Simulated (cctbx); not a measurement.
# Mg3As with cctbx, script by script

Library: cctbx 2025.11. The data are simulated by the first script.

## 1. Simulate the data

run.py:

```python
from cctbx import adptbx, crystal, miller, sgtbx, xray
from cctbx.array_family import flex
from iotbx.shelx import hklf
from scitbx import matrix
import scitbx.random

cs = crystal.symmetry(unit_cell=(4.417, 4.417, 4.417, 90, 90, 90), space_group_symbol='Hall: -P 4 2 3')  # Pm-3m
atoms = [  # label, site, U (iso, or U11 U22 U33 U12 U13 U23 in A^2), occupancy
    ("As1", (0, 0, 0), (0.0036, 0.0036, 0.0036, -0.0000, 0.0000, -0.0000), 1),
    ("Mg1", (0, 0.5, 0.5), (0.0071, 0.0056, 0.0056, -0.0000, 0.0000, 0.0000), 1),
]
xs = xray.structure(crystal_symmetry=cs)
for label, site, u, occ in atoms:
    u = adptbx.u_cif_as_u_star(cs.unit_cell(), u) if isinstance(u, tuple) else u
    xs.add_scatterer(xray.scatterer(label, site=site, u=u, occupancy=occ))
xs.set_inelastic_form_factors(0.56087, "sasaki")
xs.show_summary()
p1 = xs.expand_to_p1()
ms = miller.build_set(p1, anomalous_flag=True, d_min=1.1)
flex.set_random_seed(256001)
scitbx.random.set_random_seed(256001)
ms = ms.select(flex.random_double(ms.size()) < 0.5)
i = ms.structure_factors_from_scatterers(p1, algorithm="direct").f_calc().as_intensity_array().data()
i = i * 5000 / flex.max(i)
sig = flex.sqrt(i + flex.pow2(0.06 * i) + 8 ** 2)
noise = scitbx.random.variate(scitbx.random.normal_distribution())(i.size())
data = ms.array(data=i + sig * noise, sigmas=sig).set_observation_type_xray_intensity()
with open("data.hkl", "w") as f:
    data.export_as_shelx_hklf(f)
print("reflections written:", data.size(), " <I/sigma> = %.1f" % flex.mean(data.data() / data.sigmas()))
for h, a, b in list(data.sort("data"))[:12]:
    print("%4d%4d%4d %9.1f %7.1f" % (h + (a, b)))
```

```console
$ python run.py
```

```text
Number of scatterers: 2
At special positions: 2
Unit cell: (4.417, 4.417, 4.417, 90, 90, 90)
Space group: P m -3 m (No. 221)
reflections written: 135  <I/sigma> = 13.2
   1  -1  -1    5511.6   308.3
  -1  -1  -1    5049.8   308.3
  -1   1  -1    4920.2   308.3
   0   0   2    4722.9   279.5
   0  -2   0    4644.2   279.5
  -1  -1   1    4625.3   308.3
  -2   0   0    4605.6   279.5
   0   2   2    3434.5   204.7
   2  -2   0    3414.0   204.7
   2   0   2    3367.0   204.7
   2   2   0    3184.6   204.7
   0   2  -2    3099.6   204.7
```

It took 0.35 s on 1 thread of Arm Neoverse N1 (shared host), peak memory 0.07 GiB.

## 2. Refinement (right model)

run.py:

```python
import math
from cctbx import adptbx, crystal, maptbx, sgtbx, xray
from cctbx.array_family import flex
from cctbx.xray import observations
from iotbx.shelx import hklf
from scitbx.lstbx import normal_eqns_solving
from smtbx import absolute_structure, utils
from smtbx.refinement import constraints, least_squares

cs = crystal.symmetry(unit_cell=(4.417, 4.417, 4.417, 90, 90, 90), space_group_symbol='Hall: -P 4 2 3')  # Pm-3m
atoms = [  # label, site, U (iso, or U11 U22 U33 U12 U13 U23 in A^2), occupancy
    ("As1", (0, 0, 0), 0.0200, 1),
    ("Mg1", (0, 0.5, 0.5), 0.0200, 1),
]
xs = xray.structure(crystal_symmetry=cs)
for label, site, u, occ in atoms:
    u = adptbx.u_cif_as_u_star(cs.unit_cell(), u) if isinstance(u, tuple) else u
    xs.add_scatterer(xray.scatterer(label, site=site, u=u, occupancy=occ))
xs.set_inelastic_form_factors(0.56087, "sasaki")
raw = hklf.reader(file_name="data.hkl").as_miller_arrays(crystal_symmetry=cs, anomalous=True)[0]
merged = raw.eliminate_sys_absent().merge_equivalents()
fo2 = merged.array().set_observation_type_xray_intensity()
print("Rint %.3f, %d unique reflections to %.2f A" % (merged.r_int(), fo2.size(), fo2.d_min()))
for sc in xs.scatterers():
    sc.flags.set_grad_site(True)
    sc.flags.set_grad_u_aniso(sc.flags.use_u_aniso())
    sc.flags.set_grad_u_iso(sc.flags.use_u_iso())
obs = fo2.as_xray_observations()
extra = {}
rep = constraints.reparametrisation(xs, [], utils.connectivity_table(xs), **extra)
ls = least_squares.crystallographic_ls(obs, rep, weighting_scheme=least_squares.mainstream_shelx_weighting(a=0, b=0))
print("cycle     R1     wR2    GooF  max shift (A)")
for cycle in range(8):
    ls.build_up()
    r1, wr2, goof = ls.r1_factor(cutoff_factor=2)[0], ls.wR2(), ls.goof()
    old = xs.sites_cart()
    normal_eqns_solving.levenberg_marquardt_iterations(ls, n_max_iterations=3, tau=1e-06, step_threshold=1e-7)
    big = flex.max((xs.sites_cart() - old).norms())
    print("%4d %7.4f %7.4f %7.3f %9.5f" % (cycle + 1, r1, wr2, goof, big))
    ls.build_up(objective_only=True)
    if abs(ls.wR2() - wr2) < 5e-5 and big < 5e-4:
        break
ls.build_up()
print("final R1 %.4f wR2 %.4f GooF %.3f  parameters %d  data/parameter %.1f" % (ls.r1_factor(cutoff_factor=2)[0], ls.wR2(), ls.goof(), ls.n_parameters, fo2.size() / ls.n_parameters))
cov = ls.covariance_matrix_and_annotations()
su = dict(zip(cov.annotations, (math.sqrt(max(v, 0)) for v in cov.matrix.matrix_packed_u_diagonal())))
a2 = cs.unit_cell().reciprocal_parameters()[0] ** -2
print("atom        x        y        z      Ueq    occ   su(xyz)  su(Uiso or U11)")
for sc in xs.scatterers():
    s = max(su.get(sc.label + k, 0) for k in (".x", ".y", ".z"))
    npd = "" if sc.is_positive_definite_u(cs.unit_cell()) else "  NPD"
    print("%-5s %8.5f %8.5f %8.5f %8.4f %6.3f %8.5f %7.4f%s" % ((sc.label,) + sc.site + (sc.u_iso_or_equiv(cs.unit_cell()), sc.occupancy, s, su.get(sc.label + ".uiso", su.get(sc.label + ".u11", 0) * a2), npd)))
fo = fo2.f_sq_as_f()
fc = fo.structure_factors_from_scatterers(xs, algorithm="direct").f_calc()
diff = fo.f_obs_minus_f_calc(1 / math.sqrt(ls.scale_factor()), fc).average_bijvoet_mates()
m = diff.fft_map(symmetry_flags=maptbx.use_space_group_symmetry, resolution_factor=0.25).apply_volume_scaling()
print("difference map: max %.2f min %.2f rms %.2f" % (m.statistics().max(), m.statistics().min(), m.statistics().sigma()))
peaks = m.peak_search(parameters=maptbx.peak_search_parameters(min_distance_sym_equiv=0.6, max_clusters=6)).all()
near = xs.closest_distances(peaks.sites(), distance_cutoff=4)
sps = cs.special_position_settings(min_distance_sym_equiv=0.5)
for k, (x, h) in enumerate(zip(peaks.sites(), peaks.heights())):
    ss = sps.site_symmetry(x)
    print("Q%-3d %7.4f %7.4f %7.4f %4d %7.2f  %.2f A from %s" % ((k + 1,) + tuple(t % 1 for t in ss.exact_site()) + (ss.multiplicity(), h, near.smallest_distances[k], xs.scatterers()[near.i_seqs[k]].label)))
```

```console
$ python run.py
```

```text
Rint 0.043, 15 unique reflections to 1.10 A
cycle     R1     wR2    GooF  max shift (A)
   1  0.0656  0.1394   5.717   0.00000
   2  0.0076  0.0151   0.620   0.00000
final R1 0.0076 wR2 0.0151 GooF 0.620  parameters 2  data/parameter 7.5
atom        x        y        z      Ueq    occ   su(xyz)  su(Uiso or U11)
As1    0.00000  0.00000  0.00000   0.0039  1.000  0.00000  0.0005
Mg1    0.00000  0.50000  0.50000   0.0070  1.000  0.00000  0.0007
difference map: max 0.10 min -0.22 rms 0.04
Q1    0.2258  0.5000  0.5000    6    0.10  1.00 A from Mg1
Q2    0.0732  0.2004  0.5000   24    0.08  1.36 A from Mg1
Q3    0.0000  0.0000  0.2682    6    0.03  1.18 A from As1
Q4    0.0000  0.0000  0.0000    1    0.01  0.00 A from As1
```

Time: 0.52 s.

## 3. Simulate the data

run.py, as its changes from the last script of this kind:

```diff
@@ -19 +19 @@
-ms = miller.build_set(p1, anomalous_flag=True, d_min=1.1)
+ms = miller.build_set(p1, anomalous_flag=True, d_min=0.84)
```

```console
$ python run.py
```

```text
Number of scatterers: 2
At special positions: 2
Unit cell: (4.417, 4.417, 4.417, 90, 90, 90)
Space group: P m -3 m (No. 221)
reflections written: 312  <I/sigma> = 12.3
  -1   1  -1    5345.4   308.3
   1   1   1    5135.3   308.3
  -1   1   1    5038.9   308.3
  -2   0   0    4931.5   279.5
   0   0   2    4751.8   279.5
   1   1  -1    4738.2   308.3
  -1  -1  -1    4680.6   308.3
   2   0   0    4660.6   279.5
   0   0  -2    4327.5   279.5
   2  -2   0    3472.3   204.7
   0  -2  -2    3399.3   204.7
  -2  -2   0    3367.0   204.7
```

Time: 0.36 s.

## 4. Refinement (right model)

run.py, as its changes from the last script of this kind:

```diff
@@ -19,0 +20 @@
+xs.convert_to_anisotropic()
```

```console
$ python run.py
```

```text
Rint 0.049, 30 unique reflections to 0.85 A
cycle     R1     wR2    GooF  max shift (A)
   1  0.1103  0.2396   9.976   0.00000
   2  0.0097  0.0200   0.833   0.00000
final R1 0.0097 wR2 0.0200 GooF 0.833  parameters 3  data/parameter 10.0
atom        x        y        z      Ueq    occ   su(xyz)  su(Uiso or U11)
As1    0.00000  0.00000  0.00000   0.0043  1.000  0.00000  0.0003
Mg1    0.00000  0.50000  0.50000   0.0070  1.000  0.00000  0.0006
difference map: max 0.18 min -0.24 rms 0.07
Q1    0.2635  0.2635  0.5000   12    0.18  1.56 A from Mg1
Q2    0.0000  0.2122  0.2122   12    0.18  1.33 A from As1
Q3    0.0000  0.0000  0.0000    1    0.18  0.00 A from As1
Q4    0.5000  0.5000  0.5000    1    0.17  2.21 A from Mg1
Q5    0.0000  0.5000  0.5000    3    0.13  0.00 A from Mg1
Q6    0.3800  0.3800  0.5000   12    0.10  1.76 A from Mg1
```

Time: 0.52 s.

## 5. Simulate the data

run.py, as its changes from the last script of this kind:

```diff
@@ -19 +19 @@
-ms = miller.build_set(p1, anomalous_flag=True, d_min=0.84)
+ms = miller.build_set(p1, anomalous_flag=True, d_min=0.6)
```

```console
$ python run.py
```

```text
Number of scatterers: 2
At special positions: 2
Unit cell: (4.417, 4.417, 4.417, 90, 90, 90)
Space group: P m -3 m (No. 221)
reflections written: 884  <I/sigma> = 10.3
   1  -1  -1    5680.5   308.3
  -1  -1  -1    5047.9   308.3
   0   2   0    4881.1   279.5
  -1  -1   1    4830.3   308.3
   1   1   1    4692.3   308.3
   0   0  -2    4426.6   279.5
   2   0   0    4400.5   279.5
  -2   0   0    4276.5   279.5
   2   0  -2    3447.8   204.7
   2   2   0    3258.5   204.7
   2   0   2    3115.6   204.7
   0   2   2    3106.4   204.7
```

Time: 0.36 s.

## 6. Refinement (right model)

run.py:

```python
import math
from cctbx import adptbx, crystal, maptbx, sgtbx, xray
from cctbx.array_family import flex
from cctbx.xray import observations
from iotbx.shelx import hklf
from scitbx.lstbx import normal_eqns_solving
from smtbx import absolute_structure, utils
from smtbx.refinement import constraints, least_squares

cs = crystal.symmetry(unit_cell=(4.417, 4.417, 4.417, 90, 90, 90), space_group_symbol='Hall: -P 4 2 3')  # Pm-3m
atoms = [  # label, site, U (iso, or U11 U22 U33 U12 U13 U23 in A^2), occupancy
    ("As1", (0, 0, 0), 0.0200, 1),
    ("Mg1", (0, 0.5, 0.5), 0.0200, 1),
]
xs = xray.structure(crystal_symmetry=cs)
for label, site, u, occ in atoms:
    u = adptbx.u_cif_as_u_star(cs.unit_cell(), u) if isinstance(u, tuple) else u
    xs.add_scatterer(xray.scatterer(label, site=site, u=u, occupancy=occ))
xs.set_inelastic_form_factors(0.56087, "sasaki")
xs.convert_to_anisotropic()
raw = hklf.reader(file_name="data.hkl").as_miller_arrays(crystal_symmetry=cs, anomalous=True)[0]
merged = raw.eliminate_sys_absent().merge_equivalents()
fo2 = merged.array().set_observation_type_xray_intensity()
print("Rint %.3f, %d unique reflections to %.2f A" % (merged.r_int(), fo2.size(), fo2.d_min()))
for sc in xs.scatterers():
    sc.flags.set_grad_site(True)
    sc.flags.set_grad_u_aniso(sc.flags.use_u_aniso())
    sc.flags.set_grad_u_iso(sc.flags.use_u_iso())
obs = fo2.as_xray_observations()
extra = {}
rep = constraints.reparametrisation(xs, [], utils.connectivity_table(xs), **extra)
ls = least_squares.crystallographic_ls(obs, rep, weighting_scheme=least_squares.mainstream_shelx_weighting(a=0, b=0))
print("cycle     R1     wR2    GooF  max shift (A)")
for cycle in range(8):
    ls.build_up()
    r1, wr2, goof = ls.r1_factor(cutoff_factor=2)[0], ls.wR2(), ls.goof()
    old = xs.sites_cart()
    normal_eqns_solving.levenberg_marquardt_iterations(ls, n_max_iterations=3, tau=1e-06, step_threshold=1e-7)
    big = flex.max((xs.sites_cart() - old).norms())
    print("%4d %7.4f %7.4f %7.3f %9.5f" % (cycle + 1, r1, wr2, goof, big))
    ls.build_up(objective_only=True)
    if abs(ls.wR2() - wr2) < 5e-5 and big < 5e-4:
        break
ls.build_up()
print("final R1 %.4f wR2 %.4f GooF %.3f  parameters %d  data/parameter %.1f" % (ls.r1_factor(cutoff_factor=2)[0], ls.wR2(), ls.goof(), ls.n_parameters, fo2.size() / ls.n_parameters))
cov = ls.covariance_matrix_and_annotations()
su = dict(zip(cov.annotations, (math.sqrt(max(v, 0)) for v in cov.matrix.matrix_packed_u_diagonal())))
a2 = cs.unit_cell().reciprocal_parameters()[0] ** -2
print("atom        x        y        z      Ueq    occ   su(xyz)  su(Uiso or U11)")
for sc in xs.scatterers():
    s = max(su.get(sc.label + k, 0) for k in (".x", ".y", ".z"))
    npd = "" if sc.is_positive_definite_u(cs.unit_cell()) else "  NPD"
    print("%-5s %8.5f %8.5f %8.5f %8.4f %6.3f %8.5f %7.4f%s" % ((sc.label,) + sc.site + (sc.u_iso_or_equiv(cs.unit_cell()), sc.occupancy, s, su.get(sc.label + ".uiso", su.get(sc.label + ".u11", 0) * a2), npd)))
fo = fo2.f_sq_as_f()
fc = fo.structure_factors_from_scatterers(xs, algorithm="direct").f_calc()
diff = fo.f_obs_minus_f_calc(1 / math.sqrt(ls.scale_factor()), fc).average_bijvoet_mates()
m = diff.fft_map(symmetry_flags=maptbx.use_space_group_symmetry, resolution_factor=0.25).apply_volume_scaling()
print("difference map: max %.2f min %.2f rms %.2f" % (m.statistics().max(), m.statistics().min(), m.statistics().sigma()))
peaks = m.peak_search(parameters=maptbx.peak_search_parameters(min_distance_sym_equiv=0.6, max_clusters=6)).all()
near = xs.closest_distances(peaks.sites(), distance_cutoff=4)
sps = cs.special_position_settings(min_distance_sym_equiv=0.5)
for k, (x, h) in enumerate(zip(peaks.sites(), peaks.heights())):
    ss = sps.site_symmetry(x)
    print("Q%-3d %7.4f %7.4f %7.4f %4d %7.2f  %.2f A from %s" % ((k + 1,) + tuple(t % 1 for t in ss.exact_site()) + (ss.multiplicity(), h, near.smallest_distances[k], xs.scatterers()[near.i_seqs[k]].label)))
```

```console
$ python run.py
```

```text
Rint 0.059, 68 unique reflections to 0.60 A
cycle     R1     wR2    GooF  max shift (A)
   1  0.2135  0.4175  15.865   0.00000
   2  0.0100  0.0220   0.838   0.00000
final R1 0.0100 wR2 0.0220 GooF 0.838  parameters 3  data/parameter 22.7
atom        x        y        z      Ueq    occ   su(xyz)  su(Uiso or U11)
As1    0.00000  0.00000  0.00000   0.0037  1.000  0.00000  0.0001
Mg1    0.00000  0.50000  0.50000   0.0062  1.000  0.00000  0.0003
difference map: max 0.32 min -0.32 rms 0.08
Q1    0.0000  0.1626  0.1626   12    0.32  1.02 A from As1
Q2    0.0000  0.0000  0.1381    6    0.23  0.61 A from As1
Q3    0.1864  0.3441  0.3441   24    0.19  1.28 A from Mg1
Q4    0.1721  0.1721  0.4212   24    0.18  1.67 A from Mg1
Q5    0.3464  0.3464  0.3464    8    0.18  1.81 A from Mg1
Q6    0.1174  0.1174  0.3049   24    0.14  1.53 A from As1
```

Run time: 0.53 s on 1 thread of Arm Neoverse N1, with other jobs on the host, peak memory 0.09 GiB.

[Logs are printed without paths, hosts, clocks, repeated set-up lines and the standing remarks that a program may print on its own settings, such as how far it seeks lower states.]
